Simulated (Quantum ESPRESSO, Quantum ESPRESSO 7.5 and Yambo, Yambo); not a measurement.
# Excitons of KI (Fm-3m) on ever denser meshes

Aim: follow the lowest exciton of KI (Fm-3m) as the mesh is refined.

Program: Quantum ESPRESSO 7.5 and Yambo 5.3.0. Level of theory: PBE and many-body steps on it, plane waves. Results are calculated unless marked as measured.

Most raw output is cut from this account.

**1. Set-up**

Symmetry: Fm-3m, No. 225, cubic system. The conventional cell has a = 7.066 Å, b = 7.066 Å, c = 7.066 Å, α = 90.00°, β = 90.00°, γ = 90.00°. Nearest to K lie 6 I at 3.53 Å. Nearest to I lie 6 K at 3.53 Å. Farther neighbours and most contacts between anions are not listed.

The cell and positions come from the Crystallography Open Database and are kept as given unless a step says otherwise. Spin-orbit coupling is left out unless a step names it.

**2. Empty states on the mesh, 4×4×4 mesh, 147 bands**

This step: Quantum ESPRESSO 7.5; DFT, PBE, plane waves, norm-conserving pseudopotentials.

The sums over transitions need many empty states on a uniform mesh; this step solves for them.

File pw.in:

```
&control
  calculation = 'nscf'
  prefix = 'x'
  outdir = 'o'
  pseudo_dir = 'pseudo'
/
&system
  ibrav = 0
  nat = 2
  ntyp = 2
  ecutwfc = 76.0
  nbnd = 147
  force_symmorphic = .true.
/
&electrons
  conv_thr = 1e-9
  electron_maxstep = 80
  diago_full_acc = .true.
  diago_thr_init = 5e-6
/
ATOMIC_SPECIES
  K 39.098 K.upf
  I 126.9 I.upf
CELL_PARAMETERS angstrom
  0.0000000000 3.5327750000 3.5327750000
  3.5327750000 0.0000000000 3.5327750000
  3.5327750000 3.5327750000 -0.0000000000
ATOMIC_POSITIONS crystal
  K 0.0000000000 0.0000000000 0.0000000000
  I 0.5000000000 0.5000000000 0.5000000000
K_POINTS automatic
  4 4 4 0 0 0
```

On the command line:

```
$ OMP_NUM_THREADS=1 mpirun -n 4 pw.x -nk 4 -in pw.in > pw.out
```

Run time: 25 s. Hardware: 4 MPI ranks of Arm Neoverse V1, shared host; peak memory 0.56 GiB; 1.7 min of CPU time.

Numbers from this step:

| Quantity | Value |
| --- | --- |
| gap | 3.968 eV |
| k of the valence top | 0, 0, 0 |
| k of the conduction bottom | 0, 0, 0 |
| least direct gap | 3.968 eV |
| k points computed | 8 |
| lowest point of the top converged band, above the valence top | 67.9421 eV |

On this mesh the gap is 3.968 eV.

The density comes from a self-consistent run that is not shown.

**3. Conversion and set-up**

This step: Yambo 5.3.0; conversion and set-up on PBE, plane waves, norm-conserving pseudopotentials.

The states are converted to the many-body program's format and the q mesh is built.

On the command line:

```
$ (cd o/x.save; p2y > p2y.log; mv SAVE ../..); yambo > setup.log
```

Run time: 3.5 s. Hardware: 1 MPI rank; peak memory 0.26 GiB.

**4. Screening and self-energy, 4×4×4 mesh, 147 bands, screening to 149.7 eV**

G0W0 replaces the xc potential by the self-energy, built once from these orbitals. Only a window of levels is corrected, while the sums run over the empty bands that the input names.

This step: G0W0 on PBE, plane waves, norm-conserving pseudopotentials.

File gw1.in:

```
HF_and_locXC
gw0
dyson
ppa
em1d
rim_cut
RandQpts= 1000000
RandGvec= 1 RL
EXXRLvcs= 76 Ry
VXCRLvcs= 304 Ry
Chimod= "HARTREE"
% BndsRnXp
 1 | 147 |
%
NGsBlkXp= 11 Ry
% LongDrXp
 1 | 1 | 1 |
%
% GbndRnge
 1 | 147 |
%
DysSolver= "n"
ExtendOut
PPAPntXp= 27.21138 eV
% QPkrange
 1 | 1 | 16 | 19 |
%
```

On the command line:

```
$ OMP_NUM_THREADS=1 mpirun -n 4 yambo -F gw1.in -J gw1 -C gw1 > gw1.log
```

The job ended after 3.7 min (4 MPI ranks; peak memory 2.1 GiB; 15 min of CPU time).

Numbers from this step:

* G0W0 gap on the points computed: 6.025 eV
* starting gap on the mesh: 3.968 eV
* k of the valence top: 0, 0, 0
* k of the conduction bottom: 0, 0, 0
* least direct G0W0 gap on the computed points: 6.025 eV

The gap on the mesh goes from 3.97 eV to 6.02 eV, a correction of +2.06 eV.

The gap opens by 2.057 eV; the next steps shift the empty bands rigidly by 2.057 eV. The exciton steps add spin-orbit coupling, which this shift does not hold.

**5. Empty states on the mesh, 4×4×4 mesh, 66 bands**

This step: Quantum ESPRESSO 7.5; DFT, PBE with spin-orbit coupling, plane waves, norm-conserving pseudopotentials.

pw.in, as its differences from that of step 2:

```diff
@@ -11,4 +11,6 @@
   ecutwfc = 76.0
-  nbnd = 147
+  nbnd = 66
   force_symmorphic = .true.
+  noncolin = .true.
+  lspinorb = .true.
 /
```

On the command line:

```
$ OMP_NUM_THREADS=1 mpirun -n 4 pw.x -nk 4 -in pw.in > pw.out
```

The job ended after 25 s (4 MPI ranks; peak memory 0.59 GiB; 1.7 min of CPU time).

Numbers from this step:

```
gap                                                           : 3.643 eV
k of the valence top                                          : 0, 0, 0
k of the conduction bottom                                    : 0, 0, 0
least direct gap                                              : 3.643 eV
k points computed                                             : 8
lowest point of the top converged band, above the valence top : 17.36 eV
```

On this mesh the gap is 3.643 eV.

The density comes from a self-consistent run that is not shown, made with spin-orbit coupling and fully relativistic files.

**6. Conversion and set-up**

This step: Yambo 5.3.0; conversion and set-up on PBE with spin-orbit coupling, plane waves, norm-conserving pseudopotentials.

On the command line:

```
$ (cd o/x.save; p2y > p2y.log; mv SAVE ../..); yambo > setup.log
```

The job ended after 4 s (1 MPI rank; peak memory 0.26 GiB).

**7. Excitons**

Optical absorption needs the electron-hole interaction, solved here in a basis of vertical transitions on the mesh.

This step: Bethe-Salpeter equation on PBE with a scissors shift with spin-orbit coupling, plane waves, norm-conserving pseudopotentials.

File bse3.in:

```
optics
bss
bse
em1s
dipoles
rim_cut
RandQpts= 1000000
RandGvec= 1 RL
Chimod= "HARTREE"
BSKmod= "SEX"
BSEmod= "resonant"
BSSmod= "d"
BSENGexx= 20 Ry
BSENGBlk= 4 Ry
% BSEQptR
 1 | 1 |
%
% BSEBands
 21 | 28 |
%
% BEnRange
 0 | 8 | eV
%
% BDmRange
 0.1 | 0.1 | eV
%
BEnSteps= 161
% BLongDir
 1 | 0 | 0 |
%
% BndsRnXs
 13 | 66 |
%
NGsBlkXs= 4 Ry
% LongDrXs
 1 | 1 | 1 |
%
% KfnQP_E
 2.057 | 1.0 | 1.0 |
%
WRbsWF
FFTGvecs= 34 Ry
```

On the command line:

```
$ OMP_NUM_THREADS=2 mpirun -n 2 yambo -F bse3.in -J bse3 -C bse3 > bse3.log
```

Run time: 19 s. Hardware: 2 MPI ranks; peak memory 0.66 GiB; 64 s of CPU time.

This step gave:

```yaml
transitions_in_the_window: 768
direct_gap_of_the_transition_levels: 5.700 eV
lowest_state: 4.839 eV
first_strong_exciton_over_a_fiftieth_of_the_strongest_listed: 4.859 eV
binding_of_the_lowest_state_below_the_direct_gap: 0.8607 eV
coulomb_term_of_one_mesh_cell: 0.8652 eV
```

The binding is 0.99 times the screened Coulomb term of one mesh cell (0.87 eV), so it is not shown settled.

The lowest state lies at 4.839 eV, 0.861 eV under the direct gap.

Lines within 3 meV are set at the lowest of them, and the highest group, which the list may cut short, is left out. Exciton lines, with heights relative to the strongest:

| position (eV) | lines merged | strength, relative |
| --- | --- | --- |
| 4.839 | 5 | 0.0 |
| 4.859 | 3 | 43 |
| 5.795 | 2 | 0.0 |
| 5.799 | 3 | 0.0 |
| 5.819 | 3 | 1.6 |
| 5.828 | 1 | 0.0 |
| 5.873 | 3 | 100 |
| 6.163 | 3 | 3.8 |

The ε₂ has structure finer than the step of the table below, so its rows give means over 0.2 eV, whole bins alone (the curve runs from 0 to 8 eV). Peaks (eV: height): BSE 4.85: 3.11, 5.85: 7.17, 6.55: 3.35; no electron-hole interaction 5.70: 1.08, 7.00: 3.16, 7.30: 3.24, 7.85: 5.65.

Field along x; broadening 0.1 eV; transition window only. Limits: finite bands, cutoff and mesh; exciton not shown settled in the k mesh. The ε₂ by photon energy; means over each step:

| photon energy (eV) | BSE | no electron-hole interaction |
| --- | --- | --- |
| 0.2 | 0.00637 | 0.00401 |
| 0.4 | 0.00684 | 0.00423 |
| 0.6 | 0.00736 | 0.00448 |
| 0.8 | 0.00795 | 0.00476 |
| 1.0 | 0.00862 | 0.00506 |
| 1.2 | 0.00937 | 0.00538 |
| 1.4 | 0.0102 | 0.00575 |
| 1.6 | 0.0112 | 0.00615 |
| 1.8 | 0.0124 | 0.00659 |
| 2.0 | 0.0137 | 0.00709 |
| 2.2 | 0.0153 | 0.00765 |
| 2.4 | 0.0172 | 0.00828 |
| 2.6 | 0.0195 | 0.00899 |
| 2.8 | 0.0223 | 0.00981 |
| 3.0 | 0.0259 | 0.0108 |
| 3.2 | 0.0305 | 0.0118 |
| 3.4 | 0.0366 | 0.0131 |
| 3.6 | 0.0451 | 0.0147 |
| 3.8 | 0.0576 | 0.0165 |
| 4.0 | 0.0777 | 0.0188 |
| 4.2 | 0.114 | 0.0216 |
| 4.4 | 0.200 | 0.0254 |
| 4.6 | 0.518 | 0.0305 |
| 4.8 | 2.19 | 0.0380 |
| 5.0 | 1.35 | 0.0505 |
| 5.2 | 0.479 | 0.0761 |
| 5.4 | 0.511 | 0.156 |
| 5.6 | 1.15 | 0.618 |
| 5.8 | 4.97 | 0.632 |
| 6.0 | 3.95 | 0.201 |
| 6.2 | 2.90 | 0.165 |
| 6.4 | 2.36 | 0.222 |
| 6.6 | 2.74 | 0.462 |
| 6.8 | 2.09 | 1.10 |
| 7.0 | 1.95 | 2.72 |
| 7.2 | 1.46 | 2.75 |
| 7.4 | 1.29 | 2.62 |
| 7.6 | 0.836 | 2.72 |
| 7.8 | 0.578 | 4.29 |

**8. Empty states on the mesh, 6×6×6 mesh, 66 bands**

This step: Quantum ESPRESSO 7.5; DFT, PBE with spin-orbit coupling, plane waves, norm-conserving pseudopotentials.

pw.in, as its differences from that of step 5:

```diff
@@ -33,2 +33,2 @@
 K_POINTS automatic
-  4 4 4 0 0 0
+  6 6 6 0 0 0
```

On the command line:

```
$ OMP_NUM_THREADS=1 mpirun -n 4 pw.x -nk 4 -in pw.in > pw.out
```

Elapsed: 46 s, on 4 MPI ranks; peak memory 0.59 GiB; 3.1 min of CPU time.

Numbers from this step:

```
gap                                                           : 3.643 eV
k of the valence top                                          : 0, 0, 0
k of the conduction bottom                                    : 0, 0, 0
least direct gap                                              : 3.643 eV
k points computed                                             : 16
lowest point of the top converged band, above the valence top : 17.36 eV
```

On this mesh the gap is 3.643 eV.

**9. Conversion and set-up**

This step: Yambo 5.3.0; conversion and set-up on PBE with spin-orbit coupling, plane waves, norm-conserving pseudopotentials.

On the command line:

```
$ (cd o/x.save; p2y > p2y.log; mv SAVE ../..); yambo > setup.log
```

It took 4.8 s on 1 MPI rank; peak memory 0.26 GiB.

**10. k mesh (6×6×6)**

This step: Bethe-Salpeter equation on PBE with a scissors shift with spin-orbit coupling, plane waves, norm-conserving pseudopotentials.

bse5.in, as its differences from bse3.in of step 7:

```diff
@@ -18,3 +18,3 @@
 % BSEBands
- 21 | 28 |
+ 23 | 28 |
 %
```

On the command line:

```
$ OMP_NUM_THREADS=2 mpirun -n 2 yambo -F bse5.in -J bse5 -C bse5 > bse5.log
```

Elapsed: 1.8 min, on 2 MPI ranks; peak memory 0.77 GiB.

Numbers from this step:

| Property | Result |
| --- | --- |
| transitions in the window | 1728 |
| direct gap of the transition levels | 5.700 eV |
| lowest state | 5.064 eV |
| first strong exciton (over a fiftieth of the strongest listed) | 5.082 eV |
| binding of the lowest state below the direct gap | 0.6358 eV |
| Coulomb term of one mesh cell | 0.5827 eV |

The binding is 1.1 times the screened Coulomb term of one mesh cell (0.58 eV), so it is not shown settled.

The lowest state lies at 5.064 eV, 0.636 eV under the direct gap.

The window of bands is narrower than in the first exciton run, so this row is not like for like with it.

**11. Empty states on the mesh, 8×8×8 mesh, 66 bands**

This step: Quantum ESPRESSO 7.5; DFT, PBE with spin-orbit coupling, plane waves, norm-conserving pseudopotentials.

pw.in, as its differences from that of step 8:

```diff
@@ -33,2 +33,2 @@
 K_POINTS automatic
-  6 6 6 0 0 0
+  8 8 8 0 0 0
```

On the command line:

```
$ OMP_NUM_THREADS=1 mpirun -n 4 pw.x -nk 4 -in pw.in > pw.out
```

Elapsed: 96 s, on 4 MPI ranks; peak memory 0.59 GiB.

Numbers from this step:

| Quantity | Value |
| --- | --- |
| gap | 3.643 eV |
| k of the valence top | 0, 0, 0 |
| k of the conduction bottom | 0, 0, 0 |
| least direct gap | 3.643 eV |
| k points computed | 29 |
| lowest point of the top converged band, above the valence top | 17.36 eV |

On this mesh the gap is 3.643 eV.

**12. Conversion and set-up**

This step: Yambo 5.3.0; conversion and set-up on PBE with spin-orbit coupling, plane waves, norm-conserving pseudopotentials.

On the command line:

```
$ (cd o/x.save; p2y > p2y.log; mv SAVE ../..); yambo > setup.log
```

It took 5.9 s on 1 MPI rank; peak memory 0.27 GiB.

**13. k mesh (8×8×8)**

This step: Bethe-Salpeter equation on PBE with a scissors shift with spin-orbit coupling, plane waves, norm-conserving pseudopotentials.

bse7.in is the same as bse5.in of step 10.

On the command line:

```
$ OMP_NUM_THREADS=2 mpirun -n 2 yambo -F bse7.in -J bse7 -C bse7 > bse7.log
```

Wall time 9.4 min (2 MPI ranks); peak memory 1.2 GiB.

This step gave:

| Quantity | Value |
| --- | --- |
| transitions in the window | 4096 |
| direct gap of the transition levels | 5.700 eV |
| lowest state | 5.120 eV |
| first strong exciton (over a fiftieth of the strongest listed) | 5.146 eV |
| binding of the lowest state below the direct gap | 0.5801 eV |
| Coulomb term of one mesh cell | 0.4373 eV |

The binding is 1.3 times the screened Coulomb term of one mesh cell (0.44 eV), so it is not shown settled.

The lowest state lies at 5.120 eV, 0.580 eV under the direct gap.

The window of bands is narrower than in the first exciton run, so this row is not like for like with it.

**14. Spectrum in a wider window**

File bse8.in:

```
optics
bss
bse
em1s
dipoles
rim_cut
RandQpts= 1000000
RandGvec= 1 RL
Chimod= "HARTREE"
BSKmod= "SEX"
BSEmod= "resonant"
BSSmod= "h"
BSENGexx= 20 Ry
BSENGBlk= 4 Ry
% BSEQptR
 1 | 1 |
%
% BSEBands
 23 | 32 |
%
% BEnRange
 0 | 11 | eV
%
% BDmRange
 0.1 | 0.1 | eV
%
BEnSteps= 111
% BLongDir
 1 | 0 | 0 |
%
% BndsRnXs
 13 | 66 |
%
NGsBlkXs= 4 Ry
% LongDrXs
 1 | 1 | 1 |
%
% KfnQP_E
 2.057 | 1.0 | 1.0 |
%
BSHayTrs= -0.02
FFTGvecs= 34 Ry
```

On the command line:

```
$ OMP_NUM_THREADS=2 mpirun -n 2 yambo -F bse8.in -J bse8,bse7_W -C bse8 > bse8.log
```

Wall time 5.2 min (2 MPI ranks); peak memory 2.1 GiB; 21 min of CPU time.

Numbers from this step:

```yaml
transitions_in_the_window: 12288
direct_gap_of_the_transition_levels: 5.700 eV
```

**15. The runs together**

Times are wall times on 2 MPI ranks of Arm Neoverse V1, shared host, good to a factor of about two.

| run | mesh | transitions | broadening (eV) | direct gap (eV) | lowest state (eV) | binding (eV) | mesh cell's term (eV) | tallest peak (eV) | height | time |
| --- | --- | --- | --- | --- | --- | --- | --- | --- | --- | --- |
| excitons | 4×4×4 | 768 | 0.1 | 5.700 | 4.839 | 0.861 | 0.865 | 5.85 | 7.17 | 19 s |
| k mesh (6×6×6) | 6×6×6 | 1728 | 0.1 | 5.700 | 5.064 | 0.636 | 0.583 | 6.45 | 5.10 | 1.8 min |
| k mesh (8×8×8) | 8×8×8 | 4096 | 0.1 | 5.700 | 5.120 | 0.580 | 0.437 | 6.30 | 5.01 | 9.4 min |
| spectrum in a wider window | 8×8×8 | 12288 | 0.1 | 5.700 | - | - | - | 6.10 | 7.65 | 5.2 min |

**16. Results**

```
excitons                   : lowest state 4.839 eV (not settled in the k mesh)
k mesh (6×6×6)             : lowest state 5.064 eV (not settled in the k mesh)
k mesh (8×8×8)             : lowest state 5.120 eV (not settled in the k mesh)
spectrum in a wider window : tallest peak 6.1 eV
```

On the 4×4×4 mesh the lowest exciton lies at 4.839 eV, 0.861 eV below the direct gap; one cell of the mesh carries a screened Coulomb term of 0.87 eV, so this binding is not shown settled. That state is dark or weak; the first strong one lies at 4.859 eV. Bindings below are those of the lowest state. Between the two densest meshes the binding falls by 0.38 of the fall in the mesh cell's term (the screened Coulomb energy of a charge repeated on the supercell that the mesh stands for). The binding is still 1.3 times that term, so the mesh does not resolve the exciton and no limit can be drawn. k mesh (6×6×6), against «excitons (4×4×4)»: the lowest state moves by +0.225 eV (keys changed: BSEBands, the mesh and the band window). k mesh (8×8×8), against «k mesh (6×6×6)»: the lowest state moves by +0.056 eV. Spectrum in a wider window, against «k mesh (8×8×8)»: the tallest peak goes from 6.30 eV to 6.10 eV (keys changed: BSEBands, BSSmod, BSHayTrs, BEnRange, BEnSteps and the band window). Lines within a few meV of each other can be one level split by numerical noise, or distinct levels. Screening is static and electronic alone, and only transitions inside the band window count.

[Paths, hosts, dates, memory and timing lines, banners, echoed tables and standing remarks are left out of the program output.]

[Logs are printed without paths, hosts, clocks, repeated set-up lines and the standing remarks that a program may print on its own settings, such as how far it seeks lower states.]

[Runs of the session that timed out or met a known fault of the program may be left out.]

[Hosts, paths, dates, database ids (printed as entryN), source tags and the programs' standing remarks are cut or masked in the printed files.]
